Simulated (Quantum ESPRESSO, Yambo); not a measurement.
# Quasiparticle gap of Al2O3 (Corundum) in Yambo, part 2 of 3

How does a plane-wave GW calculation on Al2O3 (Corundum) run from the first input to the gap?

Quantum ESPRESSO 7.5 and Yambo 5.3.0; PBE and many-body steps on it, plane waves. Known limits of the many-body steps: not at the basis limit.

So far. Step 2 (Ground state): The gap is direct, at Γ. Step 3 (Bands along the symmetry lines): The gap is 6.266 eV, as in the run before at this level.

## (4) Empty states on the mesh, 4×4×4 mesh, 378 bands

Level of this step: DFT, PBE, plane waves, norm-conserving pseudopotentials (Quantum ESPRESSO).

The sums over transitions need many empty states on a uniform mesh; this step solves for them.

pw.in reads:

```
&control
  calculation = 'nscf'
  prefix = 'x'
  outdir = 'o'
  pseudo_dir = 'pseudo'
/
&system
  ibrav = 0
  nat = 10
  ntyp = 2
  ecutwfc = 72.0
  nbnd = 378
  force_symmorphic = .true.
/
&electrons
  conv_thr = 1e-9
  electron_maxstep = 80
  diago_full_acc = .true.
  diago_thr_init = 5e-6
/
ATOMIC_SPECIES
  Al 26.982 Al.upf
  O 15.999 O.upf
CELL_PARAMETERS angstrom
  2.3802500000 1.3742379782 4.3318666667
  -2.3802500000 1.3742379782 4.3318666667
  -0.0000000000 -2.7484759565 4.3318666667
ATOMIC_POSITIONS crystal
  Al 0.3521600000 0.3521600000 0.3521600000
  Al 0.1478400000 0.1478400000 0.1478400000
  Al 0.6478400000 0.6478400000 0.6478400000
  Al 0.8521600000 0.8521600000 0.8521600000
  O 0.5566800000 0.9433200000 0.2500000000
  O 0.2500000000 0.5566800000 0.9433200000
  O 0.9433200000 0.2500000000 0.5566800000
  O 0.4433200000 0.0566800000 0.7500000000
  O 0.7500000000 0.4433200000 0.0566800000
  O 0.0566800000 0.7500000000 0.4433200000
K_POINTS automatic
  4 4 4 0 0 0
```

Run with:

```
$ OMP_NUM_THREADS=1 mpirun -n 4 pw.x -nk 4 -in pw.in > pw.out
```

Output:

```text
[banner, memory and clock lines left out]
Program PWSCF v.7.5 starts

     Atomic positions and unit cell read from directory:
     o/x.save/

     Message from routine setup:
     using ibrav=0 with symmetry is DISCOURAGED, use correct ibrav instead

     G-vector sticks info

     bravais-lattice index     =            0
     lattice parameter (alat)  =       9.6947  a.u.
     unit-cell volume          =     573.7299 (a.u.)^3
     number of atoms/cell      =           10
     number of atomic types    =            2
     number of electrons       =        48.00
     number of Kohn-Sham states=          378
     kinetic-energy cutoff     =      72.0000  Ry
     charge density cutoff     =     288.0000  Ry
     Exchange-correlation= PBE
                           (   1   4   3   4   0   0   0)

     celldm(1)=   9.694717  celldm(2)=   0.000000  celldm(3)=   0.000000
     celldm(4)=   0.000000  celldm(5)=   0.000000  celldm(6)=   0.000000

     crystal axes: (cart. coord. in units of alat)
               a(1) = (   0.463966   0.267871   0.844382 )
               a(2) = (  -0.463966   0.267871   0.844382 )
               a(3) = (  -0.000000  -0.535742   0.844382 )

     reciprocal axes: (cart. coord. in units 2 pi/alat)
               b(1) = (  1.077665  0.622190  0.394766 )
               b(2) = ( -1.077665  0.622190  0.394766 )
               b(3) = (  0.000000 -1.244380  0.394766 )
     Pseudo is Norm-conserving + core correction, Zval =  3.0
     Generated using ONCVPSP code by D. R. Hamann
     Using radial grid of 1876 points,  6 beta functions with:
     Pseudo is Norm-conserving + core correction, Zval =  6.0
     Generated using ONCVPSP code by D. R. Hamann
     Using radial grid of  936 points,  5 beta functions with:
     Al                3.00    26.98200     Al( 1.00)
     O                 6.00    15.99900     O ( 1.00)

      6 Sym. Ops., with inversion, found

   Cartesian axes

     site n.     atom                  positions (alat units)
         1        Al     tau(   1) = (   0.0000000  -0.0000000   0.8920724  )
         2        Al     tau(   2) = (  -0.0000000  -0.0000000   0.3745002  )
         3        Al     tau(   3) = (   0.0000000  -0.0000000   1.6410728  )
         4        Al     tau(   4) = (   0.0000000  -0.0000000   2.1586450  )
         5        O      tau(   5) = (  -0.1793879   0.2678710   1.4776680  )
         6        O      tau(   6) = (  -0.1422891  -0.2892900   1.4776680  )
         7        O      tau(   7) = (   0.3216770   0.0214190   1.4776680  )
         8        O      tau(   8) = (   0.1793879  -0.2678710   1.0554772  )
         9        O      tau(   9) = (   0.1422891   0.2892900   1.0554772  )
        10        O      tau(  10) = (  -0.3216770  -0.0214190   1.0554772  )

     number of k points=    14
                       cart. coord. in units 2pi/alat
        k(    1) = (   0.0000000   0.0000000   0.0000000), wk =   0.0312500
        k(    2) = (   0.0000000  -0.3110950   0.0986915), wk =   0.1875000
        k(    3) = (   0.0000000   0.6221900  -0.1973831), wk =   0.0937500
[...]
k(   13) = (   0.0000000   0.0000000  -0.5921492), wk =   0.0312500
        k(   14) = (  -0.2694162  -0.7777375   0.0986915), wk =   0.1875000

     Dense  grid:    47361 G-vectors     FFT dimensions: (  54,  54,  54)

     The potential is recalculated from file :
     o/x.save/charge-density

     Starting wfcs are   40 randomized atomic wfcs +  338 random wfcs

     Band Structure Calculation

     End of band structure calculation

          k = 0.0000 0.0000 0.0000 (  5879 PWs)   bands (ev):

   -11.4506  -9.1143  -8.8348  -8.8348  -8.5172  -8.5172   0.8371   1.8374
     2.1856   2.1856   3.3122   3.4095   3.4095   4.4160   4.7721   6.2886
     6.2886   6.4231   6.4231   7.2304   7.2304   7.6741   7.6741   7.7188
[...]
[... 36 further rows ...]
[...]
146.8666 147.1411

          k = 0.0000-0.3111 0.0987 (  5911 PWs)   bands (ev):

[...]
[... 36 further rows ...]
[...]
146.1160 146.2567

          k = 0.0000 0.6222-0.1974 (  5936 PWs)   bands (ev):

[...]
42.9313  42.9313  43.3330  43.3330  44.7271  44.7271  45.6981  45.6981
     [... 36 further rows ...]
   142.8243 142.8243 143.2827 143.2827 144.3824 144.3824 144.6021 144.6021
   145.3058 145.3058

          k =-0.2694-0.1555 0.1974 (  5916 PWs)   bands (ev):

     [... further k-points ...]

     highest occupied, lowest unoccupied level (ev):     7.7188   13.9851

     XML data file, pseudopotentials, collected wavefunctions
```

It took 3.1 min on 4 MPI ranks of Arm Neoverse V1, shared host; peak memory 1.1 GiB; 12 min of CPU time.

This step gave:

| Property | Result |
| --- | --- |
| gap | 6.266 eV |
| k of the valence top | 0, 0, 0 |
| k of the conduction bottom | 0, 0, 0 |
| least direct gap | 6.266 eV |
| k points computed | 14 |
| lowest point of the top converged band, above the valence top | 137.0693 eV |

On this mesh the gap is 6.266 eV.

## (5) Conversion and set-up

This step: Yambo 5.3.0; conversion and set-up on PBE, plane waves, norm-conserving pseudopotentials.

The states are converted to the many-body program's format and the q mesh is built.

Run with:

```
$ (cd o/x.save; p2y > p2y.log; mv SAVE ../..); yambo > setup.log
```

Output:

```text
 Yambo, version 5.3.0

 [02] CORE Variables Setup
 =========================

  [02.01] Unit cells
  ==================

  Cell kind             :  Unknown
  Atoms in the cell     :  Al  O
  number of Al atoms    :   4
  number of O  atoms    :   6

  List of atomic masses
  Mass of Al    :  26.98200
  Mass of O     :  15.99900

  List of atomic coordinates    : [cc]
  Al1       :  0.35418E-16 -0.66549E-10   8.6484      order 1
  Al2       : -0.25722E-16 -0.27938E-10   3.6307      order 2
  Al3       :  0.25306E-15 -0.12242E-09   15.910      order 3
  Al4       :  0.16026E-16 -0.16104E-09   20.927      order 4
  O1       :  -1.73911   2.59693  14.32557  order 5
  O2       :  -1.37945  -2.80458  14.32557  order 6
  O3       :   3.11857   0.20765  14.32557  order 7
  O4       :   1.73911  -2.59693  10.23255  order 8
  O5       :   1.37945   2.80458  10.23255  order 9
  O6       :  -3.11857  -0.20765  10.23255  order 10

  Alat factors          :  8.186042  8.186042  8.186042 [a.u.]
  Direct lattice volume :  573.7299 [a.u.]
  Direct lattice vectors:  A[ 1 ]  A[ 2 ]  A[ 3 ]
   A[ 1 ]:  0.549474  0.317239  1.000000  [iru]
   4.498021  2.596933  8.186042  [cc]
   A[ 2 ]: -0.549474  0.317239  1.000000  [iru]
  -4.498021  2.596933  8.186042  [cc]
   A[ 3 ]: -0.000000 -0.634478  1.000000  [iru]
  -0.000000 -5.193867  8.186042  [cc]

  Recip. lattice volume :  0.432347 [a.u.]
  Recip. lattice vectors:  B[ 1 ]  B[ 2 ]  B[ 3 ]
   B[ 1 ]:  0.909960  0.525366  0.333333  [iku]
   0.698439  0.403244  0.255850  [cc]
   B[ 2 ]: -0.909960  0.525366  0.333333  [iku]
  -0.698439  0.403244  0.255850  [cc]
   B[ 3 ]:  0.21995E-16  -1.0507      0.33333      [iku]
   0.16882E-16 -0.80649      0.25585      [cc]

  [02.02] Symmetries
  ==================

  Inversion symmetry    : yes
  Spatial inversion     : yes
  Inversion index       :   4
  K-space Time-reversal : no
  Magnetic symmetries   : no
  Group table correct   : yes
  Symmetries units      :  [cc]

   [S 1]:   1.0000     -0.16236E-16  0.43647E-16 -0.30775E-17   1.0000      0.18004E-16  0.50243E-17 -0.82779E-17   1.0000
   [S 2]: -0.50000      0.86603      0.43647E-16 -0.86603     -0.50000      0.18004E-16 -0.66640E-11 -0.11542E-10   1.0000
   [S 3]: -0.50000     -0.86603      0.43647E-16  0.86603     -0.50000      0.18004E-16  0.66640E-11 -0.11542E-10   1.0000
   [S 4]:  -1.0000      0.16236E-16 -0.43647E-16  0.30775E-17  -1.0000     -0.18004E-16 -0.50243E-17  0.82779E-17  -1.0000
   [S 5]:  0.50000     -0.86603     -0.43647E-16  0.86603      0.50000     -0.18004E-16  0.66640E-11  0.11542E-10  -1.0000
   [S 6]:  0.50000      0.86603     -0.43647E-16 -0.86603      0.50000     -0.18004E-16 -0.66640E-11  0.11542E-10  -1.0000

  [02.03] Reciprocal space
  ========================

  nG shells         :   3318
  nG charge         :   47361
  nG WFs            :   7186
  nC WFs            :   5940
  G-vecs. in first 80 shells:  [ Number ]
[...]
K [12]         [rlu]:  0.250000 -0.500000 -0.250000
[...]
K [13]         [rlu]: -0.500000 -0.500000 -0.500000
         WF components:   5908
  K [14]         [rlu]: -0.25000      0.51824E-17  0.50000
         WF components:   5916

  [02.05] Energies & Occupations
  ==============================

  [X] === General ===
  [X] Electronic Temperature                        :  0.000000  0.000000 [eV K]
  [X] Bosonic    Temperature                        :  0.000000  0.000000 [eV K]
  [X] Finite Temperature mode                       : no
  [X] El. density                                   :  0.56459E+24 [cm-3]
  [X] Fermi Level                                   :  7.718765 [eV]

  [X] === Gaps and Widths ===
  [X] Conduction Band Min                           :  6.266285 [eV]
  [X] Valence Band Max                              :  0.000000 [eV]
  [X] Filled Bands                                  :  24
  [X] Empty Bands                                   :    25   378
  [X] Direct Gap                                    :  6.266285 [eV]
  [X] Direct Gap localized at k                     :  1
  [X] Indirect Gap                                  :  6.266285 [eV]
  [X] Indirect Gap between kpts                     :  1  1
  [X] Last valence band width                       :  0.549059 [eV]
  [X] 1st conduction band width                     :  3.582157 [eV]

  E @ K [ 1]:  [eV]
  -19.16936 -16.83304 -16.55356 -16.55356 -16.23599 -16.23599  -6.88165  -5.88140
[...]
occ @ K [ 1]
[...]
E @ K [ 2]:  [eV]
[...]
occ @ K [ 2]
[...]
E @ K [ 3]:  [eV]
[...]
occ @ K [ 3]
[...]
E @ K [ 8]:  [eV]
[...]
occ @ K [ 8]
[...]
E @ K [ 9]:  [eV]
[...]
occ @ K [ 9]
[...]
E @ K [10]:  [eV]
[...]
occ @ K [10]
[...]
E @ K [11]:  [eV]
[...]
occ @ K [11]
[...]
E @ K [12]:  [eV]
[...]
occ @ K [12]
[...]
E @ K [13]:  [eV]
[...]
occ @ K [13]
[...]
E @ K [14]:  [eV]
[...]
occ @ K [14]
[...]
0.000000  0.000000  0.000000  0.000000  0.000000  0.000000  0.000000  0.000000
   0.000000  0.000000  0.000000  0.000000  0.000000  0.000000  0.000000  0.000000

 [03] Transferred momenta grid and indexing
 ==========================================

 IBZ Q-points                                      :  14
 BZ  Q-points                                      :   64

 K/Q-points units:
 rlu = crystal or reduced units; cc = cartesian coordinates; iku = interal k-units

 Q [ 1]         [rlu]:  0.000000  0.000000  0.000000
 Q [ 2]         [rlu]: -0.13482E-16 -0.27360E-16  0.25000
 Q [ 3]         [rlu]:  0.26965E-16  0.54720E-16 -0.50000
[...]
Q [ 8]         [rlu]:  0.250000  0.250000  0.250000
 Q [ 9]         [rlu]:  0.250000  0.250000  0.500000
 Q [10]         [rlu]:  0.250000  0.250000 -0.250000
 Q [11]         [rlu]:  0.250000  0.500000  0.500000
 Q [12]         [rlu]:  0.250000  0.500000  0.750000
 Q [13]         [rlu]: -0.500000 -0.500000 -0.500000
 Q [14]         [rlu]: -0.25000      0.44742E-17 -0.50000

  [03.01] X indexes
  =================

   [03.01.01] Sigma indexes
   ========================

 [06] Game Over & Game summary
```

Elapsed: 3 s, on 1 MPI rank; peak memory 0.25 GiB.

[end of part 2 of 3]

[Paths, hosts, dates, memory and timing lines, banners, echoed tables and standing remarks are left out of the program output.]

[Logs are printed without paths, hosts, clocks, repeated set-up lines and the standing remarks that a program may print on its own settings, such as how far it seeks lower states.]

[Runs of the session that timed out or met a known fault of the program may be left out.]

[Hosts, paths, dates, database ids (printed as entryN), source tags and the programs' standing remarks are cut or masked in the printed files.]
